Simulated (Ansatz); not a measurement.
## Work function of Na(110): what the settings cost and change

Aim: the work function of Na(110) across levels of theory at one geometry.

Main program and level: Ansatz 0.2.0; plane-wave DFT, PBE, Ansatz PAW, in the first sound run; inputs show where later runs differ.

The raw output is cut from this account; settings, times and results stay.

### 1. Starting point

The cell holds 7 atoms: 7 Na. Cell: a = 3.663 Å, b = 3.663 Å, c = 35.946 Å, α = 90.0°, β = 90.0°, γ = 70.5°. Vacuum lies along c.

Structure file:

```cif
data_structure
_symmetry_space_group_name_H-M 'P 1'
_symmetry_Int_Tables_number 1
_cell_length_a 3.6633
_cell_length_b 3.6633
_cell_length_c 35.9464
_cell_angle_alpha 90.000
_cell_angle_beta 90.000
_cell_angle_gamma 70.529
_cell_volume 454.80
loop_
_atom_site_label
_atom_site_type_symbol
_atom_site_fract_x
_atom_site_fract_y
_atom_site_fract_z
_atom_site_occupancy
Na1 Na 0.00000 0.00000 0.25037 1
Na2 Na 0.50000 0.50000 0.33358 1
Na3 Na 0.00000 0.00000 0.41679 1
Na4 Na 0.50000 0.50000 0.50000 1
Na5 Na 0.00000 0.00000 0.58321 1
Na6 Na 0.50000 0.50000 0.66642 1
Na7 Na 0.00000 0.00000 0.74963 1
```

### 2. Slab, setting PBE, Ansatz PAW (420 eV)

A work function rests on the faint tail of the density, so the SCF threshold is tight. PBE on the default files comes first; the next runs keep the geometry and change functional or files, each at the cutoff that its files recommend; a relaxation and, for heavy metals, spin-orbit coupling close the ladder.

The input, input.yaml:

```yaml
crystal:
  lattice:
    - [2.9910616844, -2.115, 0.0]
    - [2.9910616844, 2.115, 0.0]
    - [0.0, 0.0, 35.9463701065]
  atoms:
    - { symbol: Na, position: [0.0, 0.0, 0.2503729855] }
    - { symbol: Na, position: [0.5, 0.5, 0.3335819903] }
    - { symbol: Na, position: [0.0, 0.0, 0.4167909952] }
    - { symbol: Na, position: [0.5, 0.5, 0.5] }
    - { symbol: Na, position: [0.0, 0.0, 0.5832090048] }
    - { symbol: Na, position: [0.5, 0.5, 0.6664180097] }
    - { symbol: Na, position: [0.0, 0.0, 0.7496270145] }
kpoints:
  mp_grid: { grid: [12, 12, 1] }
hamiltonian:
  xc: pbe
scf:
  occupations: { method: fermi_dirac, width: 0.1 }
  convergence: { dr2_threshold: 1.0e-09 }
efield:
  axis: 3
  dipole_correction: true
  ramp_position: 0.97
  ramp_width: 0.06
output:
  write_potential: true
  write_density: true
  volumetric_format: npy
  elf: true
```

On the command line:

```console
$ ansatz run input.yaml --threads 2 --pin off --max-ram 3072MiB --backend cpu --events-out ev --progress --plain --runs-dir out
```

Elapsed: 36 s, on 2 threads of Arm Neoverse V2, shared host; peak memory 1.1 GiB; 71 s of CPU time.

Numbers from this step:

| Property | Result |
| --- | --- |
| energy at zero smearing | -10404.5738 eV |
| work function, upper face | 2.836 eV |

Running mean over 2.991 Å of the planar mean; the ramp of the sawtooth is left out. The electron's electrostatic potential energy less the Fermi level by z:

```tsv
z (Å)	electron's electrostatic potential energy less the Fermi level (eV)
4	2.83
5	2.81
6	2.66
7	1.92
8	-0.468
9	-0.975
10	-0.898
11	-0.860
12	-0.860
13	-0.848
14	-0.843
15	-0.845
16	-0.846
17	-0.848
18	-0.850
19	-0.848
20	-0.846
21	-0.845
22	-0.843
23	-0.849
24	-0.861
25	-0.861
26	-0.903
27	-0.973
28	-0.378
29	2.00
30	2.67
31	2.81
32	2.83
```

Valence density in the ca plane at fractional y = 0.000, with atoms of Na within 0.2 Å of it. It is the smooth field of the valence electrons, not physical close to the nuclei.

Values in units of 1e0 e/Å³, 6 rows by 16 columns, each cell a mean:
```
0.1 0.0 0.0 0.0 0.9 5.7 0.1 0.0 0.0 0.0 1.0 5.6 0.1 0.0 0.0 0.0
0.0 0.0 0.0 0.0 0.1 0.1 0.0 0.0 0.0 0.0 0.1 0.1 0.0 0.0 0.0 0.0
0.0 0.0 0.0 0.0 0.0 0.0 0.0 0.0 0.0 0.0 0.0 0.0 0.0 0.0 0.0 0.0
0.0 0.0 0.0 0.0 0.0 0.0 0.0 0.0 0.0 0.0 0.0 0.0 0.0 0.0 0.0 0.0
0.0 0.0 0.0 0.0 0.1 0.5 0.0 0.0 0.0 0.0 0.1 0.5 0.0 0.0 0.0 0.0
0.1 0.0 0.0 0.0 1.6 9.4 0.1 0.0 0.0 0.0 1.7 9.3 0.1 0.0 0.0 0.0
```
Columns run along c (16.0 Å, from fractional 0.44 to 0.89 of the cell), rows up along a (3.7 Å). Atoms in or near the plane, at fractional coordinates: Na at (0.58, 0.00), Na at (0.75, 0.00).

ELF in the ca plane at fractional y = 0.000, with atoms of Na within 0.2 Å of it. It is the smooth field of the valence electrons, not physical close to the nuclei.

Ten even steps from '0' (0.00) to '9' (0.59), each cell a mean:
```
20488888872059796027998887502987930133210000
01688777884016872038987777610488500243210000
14887667887200110268876677751011002553210000
57987667888632113689876677886322247764210000
89987667899876557899876677899887899864210000
78987667899864335799876677888654578864210000
26887667888410001479876677763100024654210000
02788777885103530158987777730144201343210000
11588878883049994027988777511799810233210000
30488888872078488027998887403965930133210000
```
Columns run along c (16.0 Å, from fractional 0.44 to 0.89 of the cell), rows up along a (3.7 Å). Atoms in or near the plane, at fractional coordinates: Na at (0.58, 0.00), Na at (0.75, 0.00).

Electrostatic potential energy in the ca plane at fractional y = 0.000, with atoms of Na within 0.2 Å of it. With pseudopotentials it is smooth inside the atoms' cores, unlike the true potential.

Values in eV, 6 rows by 16 columns, each cell a mean:
```
 -1   2   2   2 -10 -25  -1   2   2   2 -10 -25  -2   2   3   3
  1   2   2   2  -1  -3   1   2   2   2  -1  -4   0   2   3   3
  2   2   1   2   2   1   2   2   1   2   2   1   2   2   3   3
  2   2   1   2   1   0   2   2   1   2   1   0   1   2   3   3
  0   2   2   2  -2  -9   0   2   2   2  -3  -9   0   2   3   3
 -2   2   2   2 -12 -29  -2   2   2   2 -13 -29  -2   2   3   3
```
Columns run along c (16.0 Å, from fractional 0.44 to 0.89 of the cell; values clipped at the 3rd and 97th percentile), rows up along a (3.7 Å). Atoms in or near the plane, at fractional coordinates: Na at (0.58, 0.00), Na at (0.75, 0.00).

The work function is 2.836 eV.

### 3. Slab

This step: plane-wave DFT, LDA, Ansatz PAW (Ansatz 0.2.0).

Edit input.yaml of step 2 so:

```diff
@@ -16,3 +16,3 @@
 hamiltonian:
-  xc: pbe
+  xc: lda
 scf:
@@ -29,2 +29 @@
   volumetric_format: npy
-  elf: true
```

It took 34 s on 2 threads; peak memory 1 GiB; 67 s of CPU time.

The work function is 2.956 eV, +0.120 eV from the run “PBE, Ansatz PAW (420 eV)”, at 0.94 times its CPU time.

### 4. Slab

This step: plane-wave DFT, PBEsol, Ansatz PAW (Ansatz 0.2.0).

Edit input.yaml of step 3 so:

```diff
@@ -16,3 +16,3 @@
 hamiltonian:
-  xc: lda
+  xc: pbesol
 scf:
```

Elapsed: 32 s, on 2 threads; peak memory 1.1 GiB; 64 s of CPU time.

The work function is 2.858 eV, +0.022 eV from the run “PBE, Ansatz PAW (420 eV)”, at 0.90 times its CPU time.

### 5. Run

This step: plane-wave DFT, RPBE, Ansatz PAW (Ansatz 0.2.0).

Edit input.yaml of step 4 so:

```diff
@@ -16,3 +16,3 @@
 hamiltonian:
-  xc: pbesol
+  xc: rpbe
 scf:
```

The job ended after 35 s (2 threads; peak memory 1.1 GiB).

The work function is 2.765 eV, -0.071 eV from the run “PBE, Ansatz PAW (420 eV)”, at 0.99 times its CPU time.

### 6. Slab

This step: plane-wave DFT, r2SCAN, Ansatz PAW (Ansatz 0.2.0).

Edit input.yaml of step 5 so:

```diff
@@ -16,3 +16,3 @@
 hamiltonian:
-  xc: rpbe
+  xc: r2scan
 scf:
```

It took 97 s on 2 threads; peak memory 1.8 GiB.

The work function is 2.843 eV, +0.007 eV from the run “PBE, Ansatz PAW (420 eV)”, at 2.7 times its CPU time.

### 7. Run

This step: plane-wave DFT, PBE, JTH PAW (Ansatz 0.2.0).

Edit input.yaml of step 6 so:

```diff
@@ -16,3 +16,4 @@
 hamiltonian:
-  xc: r2scan
+  xc: pbe
+  pseudopotentials: { kind: paw, source: jth }
 scf:
```

The job ended after 4.1 min (2 threads; peak memory 2.9 GiB).

The work function is 2.837 eV, +0.001 eV from the run “PBE, Ansatz PAW (420 eV)”, at 6.6 times its CPU time.

### 8. Slab

This step: plane-wave DFT, PBE, norm-conserving (Ansatz 0.2.0).

Edit input.yaml of step 7 so:

```diff
@@ -17,3 +17,3 @@
   xc: pbe
-  pseudopotentials: { kind: paw, source: jth }
+  pseudopotentials: { kind: nc }
 scf:
```

Run time: 2.4 min. Hardware: 2 threads; peak memory 2.6 GiB.

The work function is 2.835 eV, -0.001 eV from the run “PBE, Ansatz PAW (420 eV)”, at 4.1 times its CPU time.

### 9. Slab

This step: plane-wave DFT, LDA, norm-conserving (Ansatz 0.2.0).

Edit input.yaml of step 8 so:

```diff
@@ -16,3 +16,3 @@
 hamiltonian:
-  xc: pbe
+  xc: lda
   pseudopotentials: { kind: nc }
```

Wall time 2.4 min (2 threads); peak memory 2.5 GiB; 4.7 min of CPU time.

The work function is 2.955 eV, +0.119 eV from the run “PBE, Ansatz PAW (420 eV)”, at 4.0 times its CPU time.

### 10. Slab, setting PBE, all layers relaxed

This step: plane-wave DFT, PBE, Ansatz PAW (Ansatz 0.2.0).

Edit input.yaml of step 9 so:

```diff
@@ -16,4 +16,3 @@
 hamiltonian:
-  xc: lda
-  pseudopotentials: { kind: nc }
+  xc: pbe
 scf:
@@ -26,2 +25,5 @@
   ramp_width: 0.06
+relax:
+  f_tol: 0.01
+  max_steps: 40
 output:
```

Run time: 89 s. Hardware: 2 threads; peak memory 0.9 GiB; 2.9 min of CPU time.

The relaxation took 4 steps and lowered the energy by 0.0055 eV; the largest force on the free atoms ends at 0.0010 eV/Å.

The work function is 2.823 eV, -0.013 eV from the run “PBE, Ansatz PAW (420 eV)”, at 2.5 times its CPU time.

### 11. Comparing the runs

Times are for 2 threads of Arm Neoverse V2, shared host. Results by setting:

```tsv
no.	setting	work function, upper face (eV)	time	memory (GiB)
1	PBE, Ansatz PAW (420 eV)	2.836	36 s	1.1
2	LDA, Ansatz PAW (420 eV)	2.956	34 s	1.0
3	PBEsol, Ansatz PAW (420 eV)	2.858	32 s	1.1
4	RPBE, Ansatz PAW (420 eV)	2.765	35 s	1.1
5	r2SCAN, Ansatz PAW (500 eV)	2.843	97 s	1.8
6	PBE, JTH PAW (1440 eV)	2.837	4.1 min	2.9
7	PBE, norm-conserving (1197 eV)	2.835	2.4 min	2.6
8	LDA, norm-conserving (1197 eV)	2.955	2.4 min	2.5
9	PBE, all layers relaxed	2.823	89 s	0.9
```

### 12. The same run with other settings

An input spoilt on purpose, to show how the run answers: it repeats the earlier run “PBE, Ansatz PAW (420 eV)” with efield.amplitude to 3.0, and scf.max_iter set to 100; its output block differs too.

Edit input.yaml of step 10 so:

```diff
@@ -20,2 +20,3 @@
   convergence: { dr2_threshold: 1.0e-09 }
+  max_iter: 100
 efield:
@@ -25,5 +26,3 @@
   ramp_width: 0.06
-relax:
-  f_tol: 0.01
-  max_steps: 40
+  amplitude: 3.0
 output:
```

It took 76 s on 2 threads; peak memory 1 GiB.

In so strong a field the program warns of density in the ramp of the sawtooth; these numbers are not the system's.

### 13. Outcome

| Quantity | Value |
| --- | --- |
| work function, PBE, Ansatz PAW (420 eV) | 2.836 eV |
| work function, LDA, Ansatz PAW (420 eV) | 2.956 eV |
| work function, RPBE, Ansatz PAW (420 eV) | 2.765 eV |
| work function, r2SCAN, Ansatz PAW (500 eV) | 2.843 eV |
| work function, PBE, all layers relaxed | 2.823 eV |

**Reading.** PBE on the default files gives 2.84 eV, and the settings tried spread the value from 2.77 to 2.96 eV. At one geometry LDA lies 0.12 eV above PBE. The choice of pseudopotentials moves the PBE value by 0.001 eV. Relaxing the layers changes it by -0.013 eV. The ladder's slabs use the tabulated experimental lattice constant (two decimals; a low-temperature value for the alkali metals).

[Long decimals in the printed logs are rounded to 6 places.]

[Logs are printed without paths, hosts, clocks, repeated set-up lines and the standing remarks that a program may print on its own settings, such as how far it seeks lower states.]

[Hosts, paths, dates, database ids (printed as entryN), source tags and the programs' standing remarks are cut or masked in the printed files.]

[Maps of the electrostatic potential energy from Ansatz leave out the sawtooth potential of an applied field or a dipole correction, so their vacuum need not be flat; planar profiles and work functions include it.]
